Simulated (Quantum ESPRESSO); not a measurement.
The Al K edge of atom 1 in Al (Aluminum, Fm-3m), with 12 Al at 2.86 Å (cuboctahedral, site symmetry m-3m), was computed in 2 ways: excited-electron core hole (neutral cell) and no core hole. Program and functional: Quantum ESPRESSO XSpectra, PBE, Lorentzian half width 0.3 eV up to 4 eV, rising linearly to 2.5 eV at 25 eV; cells of 1 and 8 atoms (the run without a hole in the smaller).

Each run is counted from its own lowest empty level or Fermi level and scaled to a mean of 1 over its first 20 eV.

```
E (eV)  run 1  run 2
  -2.0   0.04   0.03
  -1.4   0.06   0.04
  -0.8   0.09   0.07
  -0.2   0.22   0.16
   0.4   0.60   0.36
   1.0   0.82   0.66
   1.6   0.84   0.61
   2.2   1.08   0.56
   2.8   0.88   0.75
   3.4   1.22   0.66
   4.0   1.53   0.82
   4.6   1.24   0.96
   5.2   1.35   0.97
   5.8   1.24   1.08
   6.4   1.25   1.14
   7.0   1.03   1.10
   7.6   0.98   1.03
   8.2   0.99   1.04
   8.8   0.97   0.99
   9.4   0.97   1.00
  10.0   1.02   1.01
  10.6   1.03   1.06
  11.2   1.05   1.09
  11.8   1.11   1.12
  12.4   1.13   1.17
  13.0   1.10   1.20
  13.6   1.04   1.22
  14.2   1.01   1.22
  14.8   1.00   1.23
  15.4   0.97   1.23
  16.0   0.93   1.22
  16.6   0.90   1.20
  17.2   0.86   1.17
  17.8   0.83   1.14
  18.4   0.80   1.10
  19.0   0.78   1.06
  19.6   0.75   1.02
  20.2   0.72   0.99
  20.8   0.69   0.95
  21.4   0.66   0.91
  22.0   0.63   0.87
  22.6   0.60   0.82
  23.2   0.57   0.77
  23.8   0.54   0.73
  24.4   0.53   0.68
  25.0   0.52   0.64
  25.6   0.52   0.61
  26.2   0.53   0.59
  26.8   0.54   0.57
  27.4   0.58   0.57
  28.0   0.62   0.58
  28.6   0.68   0.60
  29.2   0.75   0.64
  29.8   0.83   0.69
  30.4   0.91   0.75
  31.0   0.98   0.83
  31.6   1.04   0.90
```

Which run is which?

Run 1: excited-electron core hole (neutral cell) (area from −2 to 6 eV 6.5, main maxima 1.5 eV (0.87), 4.0 eV (1.54), 5.4 eV (1.35), 6.3 eV (1.26) and 12.3 eV (1.13)). Run 2: no core hole (area from −2 to 6 eV 4.5, main maxima 0.9 eV (0.66), 2.9 eV (0.75), 4.6 eV (0.96), 6.7 eV (1.16) and 15.4 eV (1.23)). With each curve scaled to its own mean, the area from −2 to 6 eV with the hole is 6.5 against 4.5, and the centre of weight from −1 to 20 eV moves by -1.3 eV: the hole pulls the absorber's empty states down.

[Banner, clock and machine lines of the logs are left out without a mark of their own.]

[Logs are printed without paths, hosts, clocks, repeated set-up lines and the standing remarks that a program may print on its own settings, such as how far it seeks lower states.]

[Hosts, paths, dates, database ids (printed as entryN), source tags and the programs' standing remarks are cut or masked in the printed files.]

[Lists of maxima count a maximum above −3 eV only where it reaches 4 % of the highest in the window and stands out from its surroundings by 2 % of it (1.5 % where it reaches 55 %); shoulders and weaker maxima are passed over, and of the rest the first, up to two pre-edge ones and the few strongest are named.]
